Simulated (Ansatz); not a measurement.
# Tc of TiC (Fm-3m) from its phonons

Wanted: λ, ω_log and Tc of TiC (Fm-3m). The cell shown first is a relaxed one, from steps not shown here.

Program: Ansatz 0.2.0. Level of theory: DFT PBE, scalar-relativistic, plane waves, PAW; PAW set soft_1. Results are calculated unless marked as measured.

This is a report of a sequence of runs, with most program output left out.

## Step 1: The cell after earlier relaxation steps

Symmetry: Fm-3m, No. 225, cubic system. The conventional cell has a = 4.333 Å, b = 4.333 Å, c = 4.333 Å, α = 90.00°, β = 90.00°, γ = 90.00°. Ti has 6 C at 2.17 Å nearest. Nearest to C lie 6 Ti at 2.17 Å. Farther neighbours are not listed.

## Step 2: Coupling and resistivity: q 4×4×4, k 12×12×12, scattering 16×16×16

The run that gives the couplings also evaluates McMillan's and Allen and Dynes's formulas and, where asked, the Eliashberg equations, over a range of μ*.

File input.yaml:

```yaml
crystal:
  lattice:
    - [0.0, 2.1662575957, 2.1662575957]
    - [2.1662575957, 0.0, 2.1662575957]
    - [2.1662575957, 2.1662575957, 0.0]
  atoms:
    - { symbol: Ti, position: [0.0, 0.0, 0.0] }
    - { symbol: C, position: [0.5, 0.5, 0.5] }
kpoints:
  mp_grid: { grid: [12, 12, 12] }
hamiltonian:
  xc: pbe
  pseudopotentials: { kind: paw, azcp: { folder: soft_1 } }
scf:
  occupations: { method: methfessel_paxton, width: 0.2 }
output:
  eigenvalues: true
phonons:
  method: dfpt
  qmesh: [4, 4, 4]
  temperatures: { t_max: 1000, t_step: 50 }
  qpath:
    path:
      - [[0.0, 0.0, 0.0], [0.5, 0.0, 0.5], [0.625, 0.25, 0.625]]
      - [[0.375, 0.375, 0.75], [0.0, 0.0, 0.0], [0.5, 0.5, 0.5], [0.5, 0.25, 0.75], [0.5, 0.0, 0.5]]
    npoints: 6
  electrical_resistivity:
    mesh: [16, 16, 16]
    temperatures: [20.0, 50.0, 80.0, 100.0, 150.0, 200.0, 273.0, 300.0, 400.0, 500.0, 600.0, 800.0]
  superconductivity: { mesh: [16, 16, 16] }
```

On the command line:

```console
$ ansatz run input.yaml --threads 16 --pin off --max-ram 92160MiB --backend cuda --events-out ev --progress --plain --runs-dir out --max-vram 78GiB
```

Elapsed: 19 s, on 1 × NVIDIA GB200 with 16 threads of Arm Neoverse V2, shared host; peak memory 2.4 GiB; 2 min of CPU time.

This step gave:

| Property | Result |
| --- | --- |
| volume per atom | 10.17 Å³/atom |
| metallic on mesh | yes |
| gap on the k-mesh | 0 eV |
| zero-point energy | 0.1636 eV/cell |
| share of imaginary modes in the plain interpolation between solved wavevectors | 0 |
| highest frequency, solved or plainly interpolated | 717.4 cm⁻¹ |
| Debye temperature (second moment) | 870 K |
| resistivity at 300 K | 14.26 μΩ cm |
| coupling constant λ | 0.2074 |
| density of states at the Fermi level | 0.1454 states/eV a spin and cell |
| log mean phonon energy ħω_log | 48.79 meV |
| transport coupling constant λ_tr | 0.2202, 0.2202, 0.2202 (xx, yy, zz) |
| Drude plasma energy | 3.536, 3.536, 3.536 eV (xx, yy, zz) |
| resistivity times mean free path | 24.17, 24.17, 24.17 × 10⁻¹⁶ Ω m² (xx, yy, zz) |
| second-moment phonon energy ħω₂ | 56.63 meV |
| coupling λ by branch | 0.0367, 0.0268, 0.0204, 0.0496, 0.0395, 0.0345 (branches by rank of frequency) |

An empty cell: under 1 mK by a formula, or no transition down to the floor of the Eliashberg search. Transition temperatures:

| μ* | McMillan Tc (K) | Allen–Dynes Tc (K) |
| --- | --- | --- |
| 0.08 | 0.0104 | 0.0105 |
| 0.1 | - | - |
| 0.12 | - | - |
| 0.13 | - | - |
| 0.14 | - | - |
| 0.16 | - | - |
| 0.2 | - | - |

## Step 3: Resistivity: q 4×4×4, k 16×16×16, scattering 20×20×20

The next rung changes the k mesh of the density and its response; the scattering mesh, which samples the Fermi surface.

input.yaml: that of step 2 with these lines changed.

```diff
@@ -9,3 +9,3 @@
 kpoints:
-  mp_grid: { grid: [12, 12, 12] }
+  mp_grid: { grid: [16, 16, 16] }
 hamiltonian:
@@ -27,4 +27,4 @@
   electrical_resistivity:
-    mesh: [16, 16, 16]
+    mesh: [20, 20, 20]
     temperatures: [20.0, 50.0, 80.0, 100.0, 150.0, 200.0, 273.0, 300.0, 400.0, 500.0, 600.0, 800.0]
-  superconductivity: { mesh: [16, 16, 16] }
+  superconductivity: { mesh: [20, 20, 20] }
```

It took 25 s on 1 × NVIDIA GB200 with 16 threads; peak memory 2.4 GiB; 2.8 min of CPU time.

Numbers from this step:

```
highest frequency, solved or plainly interpolated : 717.3 cm⁻¹
resistivity at 300 K                              : 13.83 μΩ cm
coupling constant λ                               : 0.1989
density of states at the Fermi level              : 0.1396 states/eV a spin and cell
log mean phonon energy ħω_log                     : 48.42 meV
transport coupling constant λ_tr                  : 0.2127, 0.2127, 0.2127 (xx, yy, zz)
Drude plasma energy                               : 3.517, 3.517, 3.517 eV (xx, yy, zz)
resistivity times mean free path                  : 24.75, 24.75, 24.75 × 10⁻¹⁶ Ω m² (xx, yy, zz)
second-moment phonon energy ħω₂                   : 56.40 meV
coupling λ by branch                              : 0.0352, 0.0268, 0.0193, 0.0463, 0.0408, 0.0305 (branches by rank of frequency)
```

An empty cell: under 1 mK by a formula, or no transition down to the floor of the Eliashberg search. Transition temperatures:

| μ* | McMillan Tc (K) | Allen–Dynes Tc (K) |
| --- | --- | --- |
| 0.08 | 0.00507 | 0.0051 |
| 0.1 | - | - |
| 0.12 | - | - |
| 0.13 | - | - |
| 0.14 | - | - |
| 0.16 | - | - |
| 0.2 | - | - |

For the coupling constant λ, step 2 gave 0.207; this run, with k-mesh 16×16×16 and scattering mesh 20×20×20, gives 0.199 (-4 %).

## Step 4: Resistivity: q 4×4×4, k 20×20×20, scattering 28×28×28

input.yaml: that of step 3 with these lines changed.

```diff
@@ -9,3 +9,3 @@
 kpoints:
-  mp_grid: { grid: [16, 16, 16] }
+  mp_grid: { grid: [20, 20, 20] }
 hamiltonian:
@@ -27,4 +27,4 @@
   electrical_resistivity:
-    mesh: [20, 20, 20]
+    mesh: [28, 28, 28]
     temperatures: [20.0, 50.0, 80.0, 100.0, 150.0, 200.0, 273.0, 300.0, 400.0, 500.0, 600.0, 800.0]
-  superconductivity: { mesh: [20, 20, 20] }
+  superconductivity: { mesh: [28, 28, 28] }
```

Wall time 35 s (1 × NVIDIA GB200 with 16 threads); peak memory 2.9 GiB.

Numbers from this step:

```
zero-point energy                                 : 0.1637 eV/cell
highest frequency, solved or plainly interpolated : 717.5 cm⁻¹
resistivity at 300 K                              : 13.71 μΩ cm
coupling constant λ                               : 0.2058
density of states at the Fermi level              : 0.1441 states/eV a spin and cell
log mean phonon energy ħω_log                     : 48.17 meV
transport coupling constant λ_tr                  : 0.2228, 0.2228, 0.2228 (xx, yy, zz)
Drude plasma energy                               : 3.571, 3.571, 3.571 eV (xx, yy, zz)
resistivity times mean free path                  : 23.88, 23.88, 23.88 × 10⁻¹⁶ Ω m² (xx, yy, zz)
second-moment phonon energy ħω₂                   : 56.29 meV
coupling λ by branch                              : 0.0366, 0.0281, 0.0196, 0.0478, 0.0423, 0.0313 (branches by rank of frequency)
```

An empty cell: under 1 mK by a formula, or no transition down to the floor of the Eliashberg search. Transition temperatures:

| μ* | McMillan Tc (K) | Allen–Dynes Tc (K) |
| --- | --- | --- |
| 0.08 | 0.00902 | 0.00907 |
| 0.1 | - | - |
| 0.12 | - | - |
| 0.13 | - | - |
| 0.14 | - | - |
| 0.16 | - | - |
| 0.2 | - | - |

The Eliashberg function α²F has structure finer than the step of the table below, so its rows give means over 2 meV, whole bins alone (the curve runs from 0.347 to 88.6 meV). Peaks (meV: height): α²F 35.1: 0.245, 62.9: 0.820; α²F tr 35.1: 0.230, 62.9: 0.919.

Eliashberg function α²F against phonon energy; means over each step:

| phonon energy (meV) | α²F | α²F tr |
| --- | --- | --- |
| 2 | 1.4e-5 | 0 |
| 4 | 3.2e-4 | 5.4e-5 |
| 6 | 9.2e-4 | 3.6e-4 |
| 8 | 0.00194 | 0.00106 |
| 10 | 0.00328 | 0.00254 |
| 12 | 0.00507 | 0.00483 |
| 14 | 0.00690 | 0.00737 |
| 16 | 0.00866 | 0.00978 |
| 18 | 0.0102 | 0.0120 |
| 20 | 0.0110 | 0.0129 |
| 22 | 0.0116 | 0.0136 |
| 24 | 0.0134 | 0.0160 |
| 26 | 0.0171 | 0.0215 |
| 28 | 0.0237 | 0.0305 |
| 30 | 0.0336 | 0.0435 |
| 32 | 0.0519 | 0.0641 |
| 34 | 0.120 | 0.126 |
| 36 | 0.121 | 0.118 |
| 38 | 0.0512 | 0.0492 |
| 40 | 0.0442 | 0.0345 |
| 42 | 0.0353 | 0.0323 |
| 44 | 0.0554 | 0.0477 |
| 46 | 0.0236 | 0.0182 |
| 48 | 0.0168 | 0.0152 |
| 50 | 0.00398 | 0.00423 |
| 52 | 5.6e-5 | 8.4e-5 |
| 54 | 0 | 0 |
| 56 | 0 | 0 |
| 58 | 0 | 0 |
| 60 | 0 | 0 |
| 62 | 0.228 | 0.245 |
| 64 | 0.616 | 0.700 |
| 66 | 0.329 | 0.343 |
| 68 | 0.173 | 0.202 |
| 70 | 0.147 | 0.166 |
| 72 | 0.153 | 0.170 |
| 74 | 0.125 | 0.138 |
| 76 | 0.0731 | 0.0930 |
| 78 | 0.0680 | 0.0861 |
| 80 | 0.0775 | 0.0924 |
| 82 | 0.0398 | 0.0378 |
| 84 | 0.0244 | 0.0286 |
| 86 | 0.00208 | 0.00334 |

The Eliashberg function α²F has structure finer than the step of the table below, so its rows give means over 2.5 meV, whole bins alone (the curve runs from 0.347 to 88.6 meV). Peaks (meV: height): α²F 35.09: 0.245, 62.89: 0.820; Ti 35.09: 0.243, 43.43: 0.0935, 62.89: 0.0977; C 62.89: 0.722.

Table of Eliashberg function α²F by phonon energy; means over each step:

| phonon energy (meV) | α²F | Ti | C |
| --- | --- | --- | --- |
| 2.5 | 6.4e-5 | 5.1e-5 | 0 |
| 5.0 | 5.7e-4 | 5.0e-4 | 1.1e-4 |
| 7.5 | 0.00166 | 0.00138 | 3.2e-4 |
| 10.0 | 0.00331 | 0.00274 | 5.9e-4 |
| 12.5 | 0.00554 | 0.00464 | 9.0e-4 |
| 15.0 | 0.00780 | 0.00667 | 0.00117 |
| 17.5 | 0.00984 | 0.00853 | 0.00135 |
| 20.0 | 0.0110 | 0.00964 | 0.00140 |
| 22.5 | 0.0119 | 0.0106 | 0.00132 |
| 25.0 | 0.0150 | 0.0136 | 0.00145 |
| 27.5 | 0.0218 | 0.0201 | 0.00169 |
| 30.0 | 0.0340 | 0.0321 | 0.00189 |
| 32.5 | 0.0608 | 0.0588 | 0.00199 |
| 35.0 | 0.147 | 0.145 | 0.00181 |
| 37.5 | 0.0579 | 0.0570 | 9.1e-4 |
| 40.0 | 0.0439 | 0.0432 | 7.2e-4 |
| 42.5 | 0.0449 | 0.0444 | 5.3e-4 |
| 45.0 | 0.0367 | 0.0365 | 3.0e-4 |
| 47.5 | 0.0178 | 0.0177 | 1.0e-4 |
| 50.0 | 0.00475 | 0.00473 | 4.9e-6 |
| 52.5 | 2.1e-5 | 2.1e-5 | 0 |
| 55.0 | 0 | 0 | 0 |
| 57.5 | 0 | 0 | 0 |
| 60.0 | 0 | 0 | 0 |
| 62.5 | 0.385 | 0.0428 | 0.343 |
| 65.0 | 0.481 | 0.0248 | 0.456 |
| 67.5 | 0.196 | 0.00905 | 0.186 |
| 70.0 | 0.148 | 0.00516 | 0.142 |
| 72.5 | 0.154 | 0.00399 | 0.150 |
| 75.0 | 0.0920 | 0.00273 | 0.0893 |
| 77.5 | 0.0677 | 0.00264 | 0.0650 |
| 80.0 | 0.0743 | 0.00259 | 0.0718 |
| 82.5 | 0.0355 | 5.9e-4 | 0.0349 |
| 85.0 | 0.0124 | 1.5e-4 | 0.0123 |

## Step 5: Summary of results

| Quantity | Value |
| --- | --- |
| meshes | q 4×4×4, k 20×20×20, scattering 28×28×28 |
| coupling constant λ | 0.206 |
| log mean phonon energy ħω_log | 48.2 meV |

In words: In the last run (PBE, q 4×4×4, k 20×20×20, scattering 28×28×28), with λ = 0.21 and ħω_log = 48.2 meV, Tc at μ* = 0.13 is under 1 mK by the formulas. In that run Allen and Dynes's formula gives no transition above 0.05 K at μ* = 0.10 or more. By the run's own test λ is not converged in the fine mesh: it moves by 6 % between the two finest, and by up to 66 % in the other runs. The run's transport test calls it not converged in the mesh; ρ(300 K) moves by 5 % in the component that moves most. Over the runs, λ takes the values 0.207, 0.199 and 0.206, in the order shown. μ* is a typed number, phonons are harmonic, and spin fluctuations are left out; with λ this near or under μ*(1 + 0.62 λ), the formulas give Tc only to its order of magnitude, or none.

[Logs are printed without paths, hosts, clocks, repeated set-up lines and the standing remarks that a program may print on its own settings, such as how far it seeks lower states.]

[Hosts, paths, dates, database ids (printed as entryN), source tags and the programs' standing remarks are cut or masked in the printed files.]
